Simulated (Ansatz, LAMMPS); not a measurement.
# Static equation of state of amorphous Si (128 atoms)

Density of this cell: 2.27 g/cm³. The cell holds 128 atoms: 128 Si. Its edges and angles: a = 14.291 Å, b = 13.161 Å, c = 13.997 Å, α = 88.3°, β = 88.2°, γ = 90.5°. The starting structure: 128 atoms (128 Si) placed at random at 2.32 g/cm³, melted at 2500 K for 10 ps at fixed volume with the EDIP (Justo, Bazant, Kaxiras, Bulatov and Yip, Phys. Rev. B 58, 2539 (1998)). Quenched from 2500 K to 500 K at 50 K/ps and fixed volume, held 5 ps.

Calculated with Ansatz 0.2.0: Kohn-Sham DFT, PBE, PAW (set soft_2), plane waves; cutoff 420 eV, Γ point, gaussian smearing of 0.025 eV. Cell and atoms were relaxed first, to V0 = 20.547 Å³ an atom at a residual P0 = 0.016 GPa. The cell was then scaled evenly, and the atoms were relaxed at each volume.

| volume (Å³/atom) | pressure (GPa) |
| --- | --- |
| 18.492 | 6.785 |
| 19.314 | ? |
| 19.930 | 2.058 |
| 21.163 | -1.816 |
| 21.779 | -3.363 |

**Question.** Fit the third-order Birch–Murnaghan equation to the rows given and interpolate to the withheld row.

**Working.**

Take the Eulerian strain f = ½[(V0/V)^(2/3) − 1] and the normalised pressure F = (P − P0) / [3f(1 + 2f)^(5/2)]. The third-order Birch–Murnaghan equation is then the line F = B0 + (3/2)B0(B′ − 4) f, so u = f and v = F.

| u = f | v = F (GPa) |
| --- | --- |
| 0.0363829 | 52.0304 |
| 0.0102567 | 63.0938 |
| -0.00975637 | 65.7304 |
| -0.0190506 | 65.1500 |

With n = 4: mean u = 0.00445815, mean v = 61.5012, Σ(u − ū)² = 0.0018075, Σ(u − ū)(v − v̄) = -0.43901. Slope b = -0.43901 / 0.0018075 = -242.88; intercept a = v̄ − b ū = 62.584.

So B0 = a = 62.6 GPa and B′ = 4 + 2b/(3a) = 1.41. At the withheld volume f = 0.02106, F = a + b f = 57.47 GPa, and P = P0 + 3f(1 + 2f)^(5/2) F.

Prediction at 19.314: 4.040 GPa. The run gave 4.009 GPa, so the fit is high by 0.032 GPa (0.79 % of the value).

The series isn't one smooth equation of state: even a line fitted to all rows, the withheld one included, misses F by up to 4.9 %, the count of bonds changes along the series and an atom moves over 0.5 Å in some relaxation. B0 and B′ are then only the numbers of this fit, not moduli of the material. Among the rows given, the largest miss of the fit is at 18.492, by 0.22 GPa (2.2 % of the range of the table).

Limits: Static cells at zero temperature; the cell shape is held. The program notes that the SCF threshold of these relaxations is loose for the stress. The quench rate of 50 K/ps is many orders above laboratory rates, so the cell is likely richer in defects and strain than a real sample. The network of bonds at the start is that of the classical potential that made the cell, and needn't be the one that DFT or experiment would give. Only the Γ point is sampled, in a cell whose shortest periodic width is 13 Å.

[Hosts, paths, dates, database ids (printed as entryN), source tags and the programs' standing remarks are cut or masked in the printed files.]
